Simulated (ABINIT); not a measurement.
An input for ABINIT 10.8.3 (Cl (Cmce)):

```
acell 3*1.0 Angstrom
rprim 
  3.145000000000 -2.250000000000 0.000000000000
  3.145000000000 2.250000000000 0.000000000000
  0.000000000000 0.000000000000 8.210000000000
ntypat 1
znucl 17
natom 4
typat 1 1 1 1
xred 
  0.870000000000 0.130000000000 0.100000000000
  0.630000000000 0.370000000000 0.600000000000
  0.130000000000 0.870000000000 0.900000000000
  0.370000000000 0.630000000000 0.400000000000
pp_dirpath "pseudos"
pseudos "Cl.upf"
ecut 25
ngkpt 4 4 2
nshiftk 1
shiftk 0 0 0
kptopt 1
chksymbreak 0
istwfk *1
occopt 1
irdwfk 1
optdriver 3
nband 101
ecuteps 4
inclvkb 2
awtr 1
symchi 1
gwcalctyp 28
mbpt_sciss 4.788 eV
nqptdm 1
qptdm 
  0 0 0
indata_prefix "in"
outdata_prefix "out"
tmpdata_prefix "tmp"
```

```sh
OMP_NUM_THREADS=1 mpirun -n 4 abinit run.abi > log
```

Question: Estimate wall time and host memory on 4 MPI ranks of AMD EPYC 7571, shared host.

It took 33 s; on shared hardware allow 17 s to 67 s. Peak host memory was 1.3 GiB.

[Paths, hosts, dates, memory and timing lines, banners, echoed tables and standing remarks are left out of the program output.]

[Logs are printed without paths, hosts, clocks, repeated set-up lines and the standing remarks that a program may print on its own settings, such as how far it seeks lower states.]

[Runs of the session that timed out or met a known fault of the program may be left out.]

[Hosts, paths, dates, database ids (printed as entryN), source tags and the programs' standing remarks are cut or masked in the printed files.]

[G0W0 gaps are taken among the corrected bands and points alone; a level outside them can change the order at an edge.]

[Where Ansatz stands beside ABINIT at settings called matched, ABINIT's density can come from a denser mesh and the files from another edition; pairs whose starting gaps differed by over 0.03 eV were left out, so agreement reads better than it is.]
